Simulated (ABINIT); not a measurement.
# CdS (Greenockite): G0W0 in ABINIT against the exchange cutoff

Wanted: the cheapest exchange cutoff that holds the gap of CdS (Greenockite).

Program: ABINIT 10.8.3. Level of theory: PBE and many-body steps on it, plane waves. Results are calculated unless marked as measured.

The database entry behind the starting cell differs from later determinations by our own check (about 0.35 % long), so it need not match the best structure at ambient conditions.

## Step 1: Starting point

Symmetry: P6_3mc, No. 186, hexagonal system. The conventional cell has a = 4.150 Å, b = 4.150 Å, c = 6.737 Å, α = 90.00°, β = 90.00°, γ = 120.00°. Nearest to Cd lie 4 S at 2.53 to 2.54 Å. S has 4 Cd at 2.53 to 2.54 Å nearest. Farther neighbours and most contacts between anions are not listed.

The cell and positions come from the Crystallography Open Database and are kept as given unless a step says otherwise.

## Step 2: Screening, 3×3×2 mesh, 67 bands, screening to 106.1 eV

This step: ABINIT 10.8.3; RPA screening on PBE, plane waves, norm-conserving pseudopotentials.

The RPA dielectric matrix is built and inverted for each q.

run.abi reads:

```
acell 3*1.0 Angstrom
rprim 
  4.149999999997 0.000000000001 0.000000000000
  -2.074999999999 3.594005425702 0.000000000000
  0.000000000000 0.000000000000 6.737000000000
ntypat 2
znucl 48 16
natom 4
typat 1 1 2 2
xred 
  0.333333333333 0.666666666667 0.000000000000
  0.666666666667 0.333333333333 0.500000000000
  0.333333333333 0.666666666667 0.375000000000
  0.666666666667 0.333333333333 0.875000000000
pp_dirpath "pseudos"
pseudos "Cd.upf, S.upf"
ecut 47
ngkpt 3 3 2
nshiftk 1
shiftk 0 0 0
kptopt 1
chksymbreak 0
istwfk *1
occopt 1
irdwfk 1
optdriver 3
nband 67
ecuteps 3.9
inclvkb 2
awtr 1
symchi 1
indata_prefix "in"
outdata_prefix "out"
tmpdata_prefix "tmp"
```

On the command line:

```bash
$ OMP_NUM_THREADS=1 mpirun -n 4 abinit run.abi > log
```

What it wrote:

```text
.Version 10.8.3 of ABINIT. v10.8.2 released Aug 2026.

 Symmetries : space group P6_3 m c (#186); Bravais hP (primitive hexag.)
[... echo of the input left out ...]
== DATASET  1 ==================================================================
-   mpi_nproc: 4, omp_nthreads: 1 (-1 if OMP is not activated)

--- !DatasetInfo
iteration_state: {dtset: 1, }
dimensions: {natom: 4, nkpt: 6, mband: 67, nsppol: 1, nspinor: 1, nspden: 1, mpw: 10458, }
cutoff_energies: {ecut:  47.0, pawecutdg:  -1.0, }
electrons: {nelect:   5.20000000E+01, charge:   0.00000000E+00, occopt:   1.00000000E+00, tsmear:   1.00000000E-02, }

 SCREENING: Calculation of the susceptibility and dielectric matrices

 Based on a program developped by R.W. Godby, V. Olevano, G. Onida, and L. Reining.
 Incorporated in ABINIT by V. Olevano, G.-M. Rignanese, and M. Torrent.
.Using double precision arithmetic ; gwpc =  8

[... cell and pseudopotentials left out ...]
--------------------------------------------------------------------------------

 ==== K-mesh for the wavefunctions ====
 Number of points in the irreducible wedge :     6
[... list of points left out ...]
 Together with 12 symmetry operations and time-reversal symmetry
 yields    18 points in the full Brillouin Zone.

 ==== Q-mesh for the screening function ====
 Number of points in the irreducible wedge :     6
[... list of points left out ...]
 Together with 12 symmetry operations and time-reversal symmetry
 yields    18 points in the full Brillouin Zone.

 setmesh: FFT mesh size selected  =    27x   27x   54
          total number of points  =        39366

 vcoul_init : cutoff-mode = AUXILIARY_FUNCTION
 q-points for optical limit:   1
     1)      0.000010    0.000020    0.000030

- screening: taking advantage of time-reversal symmetry
- Maximum band index for partially occupied states nbvw = 26
- Remaining bands to be divided among processors   nbcw = 41
- Number of bands treated by each node ~10

 Number of electrons calculated from density =   52.0000; Expected =   52.0000
 average of density, n =  0.076686
 r_s =    1.4602
 omega_plasma =   26.7124 [eV]

 calculating chi0 at frequencies [eV] :
  1    0.000000E+00    0.000000E+00
  2    0.000000E+00    2.671236E+01

--------------------------------------------------------------------------------
  q-point number  1        q = ( 0.000000, 0.000000, 0.000000) [r.l.u.]
--------------------------------------------------------------------------------
[... chi0 elements left out ...]
 For q-point:  0.000010 0.000020 0.000030
  dielectric constant =  13.7881
  dielectric constant without local fields =  14.6262

  Average fulfillment of the sum rule on Im[epsilon] for q-point    1 :     28.98  [%]
[... wings left out ...]
  q-point number  2        q = ( 0.333333, 0.000000, 0.000000) [r.l.u.]
--------------------------------------------------------------------------------
[... chi0 elements left out ...]
  Average fulfillment of the sum rule on Im[epsilon] for q-point    2 :     33.73  [%]

 [... 4 further q-points ...]
```

The job ended after 27 s (4 MPI ranks of Intel Xeon Platinum 8488C (Sapphire Rapids), shared host; peak memory 1.2 GiB).

Numbers from this step:

```yaml
eps_infinity_with_local_fields_on_this_mesh_along_the_program_s_q_direction: 13.79
the_same_without_local_fields: 14.63
plasma_frequency: 26.71 eV
plane_waves_in_the_screening_matrix: 251
```

Local fields lower ε∞ by 6 %. On a Γ-centred mesh this coarse the value itself is usually too large, while a short band sum pulls it down.

## Step 3: 4.7 Ha

This step: G0W0 on PBE, plane waves, norm-conserving pseudopotentials.

run.abi, as its differences from that of step 2:

```diff
@@ -25,8 +25,15 @@
 irdwfk 1
-optdriver 3
+optdriver 4
 nband 67
+gwcalctyp 0
+ecutsigx 4.7
+symsigma 1
+nkptgw 1
+kptgw 
+  0.0000000000 0.0000000000 0.0000000000
+bdgw 
+  25 28
 ecuteps 3.9
-inclvkb 2
-awtr 1
-symchi 1
+irdscr 1
+ppmodel 1
 indata_prefix "in"
```

What it wrote:

```text
.Version 10.8.3 of ABINIT. v10.8.2 released Aug 2026.

 Symmetries : space group P6_3 m c (#186); Bravais hP (primitive hexag.)
[... echo of the input left out ...]
== DATASET  1 ==================================================================
-   mpi_nproc: 4, omp_nthreads: 1 (-1 if OMP is not activated)

--- !DatasetInfo
iteration_state: {dtset: 1, }
dimensions: {natom: 4, nkpt: 6, mband: 67, nsppol: 1, nspinor: 1, nspden: 1, mpw: 10458, }
cutoff_energies: {ecut:  47.0, pawecutdg:  -1.0, }
electrons: {nelect:   5.20000000E+01, charge:   0.00000000E+00, occopt:   1.00000000E+00, tsmear:   1.00000000E-02, }

 SIGMA: Calculation of the GW corrections

 Based on a program developped by R.W. Godby, V. Olevano, G. Onida, and L. Reining.
 Incorporated in ABINIT by V. Olevano, G.-M. Rignanese, and M. Torrent.
.Using double precision arithmetic ; gwpc =  8

[... cell and pseudopotentials left out ...]
--------------------------------------------------------------------------------

 ==== K-mesh for the wavefunctions ====
 Number of points in the irreducible wedge :     6
[... list of points left out ...]
 Together with 12 symmetry operations and time-reversal symmetry
 yields    18 points in the full Brillouin Zone.

 ==== Q-mesh for screening function ====
 Number of points in the irreducible wedge :     6
[... list of points left out ...]
 Together with 12 symmetry operations and time-reversal symmetry
 yields    18 points in the full Brillouin Zone.

 vcoul_init : cutoff-mode = AUXILIARY_FUNCTION
 q-points for optical limit:   1
     1)      0.000010    0.000020    0.000030
 setmesh: FFT mesh size selected  =    27x   27x   54
          total number of points  =        39366

 Number of electrons calculated from density =   52.0000; Expected =   52.0000
 average of density, n =  0.076686
 r_s =    1.4602
 omega_plasma =   26.7124 [eV]

 === KS Band Gaps ===
  >>>> For spin  1
   Minimum direct gap =   1.1750 [eV], located at k-point      :   0.0000  0.0000  0.0000
   Fundamental gap    =   1.1750 [eV], Top of valence bands at :   0.0000  0.0000  0.0000
                                       Bottom of conduction at :   0.0000  0.0000  0.0000
 SIGMA fundamental parameters:
 PLASMON POLE MODEL  1
 number of plane-waves for SigmaX                  313
 number of plane-waves for SigmaC and W            251
 number of plane-waves for wavefunctions         10383
 number of bands                                    67
 number of independent spin polarizations            1
 number of spinorial components                      1
 number of k-points in IBZ                           6
 number of q-points in IBZ                           6
 number of symmetry operations                      12
 number of k-points in BZ                           18
 number of q-points in BZ                           18
 number of frequencies for dSigma/dE                 9
 frequency step for dSigma/dE [eV]                0.25
 number of omega for Sigma on real axis              0
 max omega for Sigma on real axis  [eV]           0.00
 zcut for avoiding poles [eV]                     0.10

 EPSILON^-1 parameters (SCR file):
 dimension of the eps^-1 matrix on file            251
 dimension of the eps^-1 matrix used               251
 number of plane-waves for wavefunctions         10383
 number of bands                                    67
 number of q-points in IBZ                           6
 number of frequencies                               2
 number of real frequencies                          1
 number of imag frequencies                          1

 matrix elements of self-energy operator (all in [eV])

 Perturbative Calculation

--- !SelfEnergy_ee
iteration_state: {dtset: 1, }
kpoint     : [   0.000,    0.000,    0.000, ]
spin       : 1
KS_gap     :    1.175
QP_gap     :    1.675
Delta_QP_KS:    0.500
data: !SigmaeeData |
     Band     E0 <VxcDFT>   SigX SigC(E0)      Z dSigC/dE  Sig(E)    E-E0       E
       25   4.259 -15.271 -17.133   2.860   0.780  -0.282 -14.492   0.778   5.037
       26   4.259 -15.271 -17.133   2.860   0.780  -0.282 -14.492   0.778   5.037
       27   5.434 -10.670  -6.033  -3.063   0.812  -0.232  -9.392   1.278   6.712
       28   7.023 -11.014  -5.842  -3.214   0.813  -0.230  -9.422   1.591   8.614

== END DATASET(S) ==============================================================
================================================================================

 -outvars: echo values of variables after computation  --------
           etotal      0.0000000000E+00
            nband          67
             nkpt           6
          spgroup         186
 [... the other variables as echoed above ...]

 Calculation completed.
```

Run time: 4.3 s. Hardware: 4 MPI ranks; peak memory 1 GiB; 16 s of CPU time.

This step gave:

* G0W0 gap on the points computed: 1.675 eV
* starting gap on the mesh: 1.175 eV
* k of the valence top: 0, 0, 0
* k of the conduction bottom: 0, 0, 0
* Z at the valence top: 0.78
* Z at the conduction bottom: 0.812
* least direct G0W0 gap on the computed points: 1.675 eV

## Step 4: 9.4 Ha

run.abi, as its differences from that of step 3:

```diff
@@ -28,3 +28,3 @@
 gwcalctyp 0
-ecutsigx 4.7
+ecutsigx 9.4
 symsigma 1
```

What it wrote:

```text
.Version 10.8.3 of ABINIT. v10.8.2 released Aug 2026.

 Symmetries : space group P6_3 m c (#186); Bravais hP (primitive hexag.)
[... echo of the input left out ...]
== DATASET  1 ==================================================================
-   mpi_nproc: 4, omp_nthreads: 1 (-1 if OMP is not activated)

--- !DatasetInfo
iteration_state: {dtset: 1, }
dimensions: {natom: 4, nkpt: 6, mband: 67, nsppol: 1, nspinor: 1, nspden: 1, mpw: 10458, }
cutoff_energies: {ecut:  47.0, pawecutdg:  -1.0, }
electrons: {nelect:   5.20000000E+01, charge:   0.00000000E+00, occopt:   1.00000000E+00, tsmear:   1.00000000E-02, }

 SIGMA: Calculation of the GW corrections

 Based on a program developped by R.W. Godby, V. Olevano, G. Onida, and L. Reining.
 Incorporated in ABINIT by V. Olevano, G.-M. Rignanese, and M. Torrent.
.Using double precision arithmetic ; gwpc =  8

[... cell and pseudopotentials left out ...]
--------------------------------------------------------------------------------

 ==== K-mesh for the wavefunctions ====
 Number of points in the irreducible wedge :     6
[... list of points left out ...]
 Together with 12 symmetry operations and time-reversal symmetry
 yields    18 points in the full Brillouin Zone.

 ==== Q-mesh for screening function ====
 Number of points in the irreducible wedge :     6
[... list of points left out ...]
 Together with 12 symmetry operations and time-reversal symmetry
 yields    18 points in the full Brillouin Zone.

 vcoul_init : cutoff-mode = AUXILIARY_FUNCTION
 q-points for optical limit:   1
     1)      0.000010    0.000020    0.000030
 setmesh: FFT mesh size selected  =    32x   32x   60
          total number of points  =        61440

 Number of electrons calculated from density =   52.0000; Expected =   52.0000
[...]
number of k-points in IBZ                           6
 number of q-points in IBZ                           6
 number of symmetry operations                      12
 number of k-points in BZ                           18
 number of q-points in BZ                           18
 number of frequencies for dSigma/dE                 9
 frequency step for dSigma/dE [eV]                0.25
 number of omega for Sigma on real axis              0
 max omega for Sigma on real axis  [eV]           0.00
 zcut for avoiding poles [eV]                     0.10

 EPSILON^-1 parameters (SCR file):
 dimension of the eps^-1 matrix on file            251
 dimension of the eps^-1 matrix used               251
 number of plane-waves for wavefunctions         10383
 number of bands                                    67
 number of q-points in IBZ                           6
 number of frequencies                               2
 number of real frequencies                          1
 number of imag frequencies                          1

 matrix elements of self-energy operator (all in [eV])

 Perturbative Calculation

--- !SelfEnergy_ee
iteration_state: {dtset: 1, }
kpoint     : [   0.000,    0.000,    0.000, ]
spin       : 1
KS_gap     :    1.175
QP_gap     :    1.923
Delta_QP_KS:    0.748
data: !SigmaeeData |
     Band     E0 <VxcDFT>   SigX SigC(E0)      Z dSigC/dE  Sig(E)    E-E0       E
       25   4.259 -15.271 -17.802   2.860   0.780  -0.282 -15.014   0.256   4.515
       26   4.259 -15.271 -17.802   2.860   0.780  -0.282 -15.014   0.256   4.515
       27   5.434 -10.670  -6.371  -3.063   0.812  -0.232  -9.666   1.004   6.438
       28   7.023 -11.014  -6.272  -3.214   0.813  -0.230  -9.772   1.242   8.264

== END DATASET(S) ==============================================================
================================================================================

 -outvars: echo values of variables after computation  --------
           etotal      0.0000000000E+00
            nband          67
             nkpt           6
          spgroup         186
 [... the other variables as echoed above ...]

 Calculation completed.
```

The job ended after 4.4 s (4 MPI ranks; peak memory 1 GiB; 17 s of CPU time).

This step gave:

```
G0W0 gap on the points computed              : 1.923 eV
starting gap on the mesh                     : 1.175 eV
k of the valence top                         : 0, 0, 0
k of the conduction bottom                   : 0, 0, 0
Z at the valence top                         : 0.78
Z at the conduction bottom                   : 0.812
least direct G0W0 gap on the computed points : 1.923 eV
```

(Part 1 of 2 ends here.)

[Paths, hosts, dates, memory and timing lines, banners, echoed tables and standing remarks are left out of the program output.]

[Logs are printed without paths, hosts, clocks, repeated set-up lines and the standing remarks that a program may print on its own settings, such as how far it seeks lower states.]

[Runs of the session that timed out or met a known fault of the program may be left out.]

[No measured gap is set beside runs whose start may be inverted or whose files or cutoffs have a known fault.]

[Hosts, paths, dates, database ids (printed as entryN), source tags and the programs' standing remarks are cut or masked in the printed files.]

[G0W0 gaps are taken among the corrected bands and points alone; a level outside them can change the order at an edge.]

[Where Ansatz stands beside ABINIT at settings called matched, ABINIT's density can come from a denser mesh and the files from another edition; pairs whose starting gaps differed by over 0.03 eV were left out, so agreement reads better than it is.]
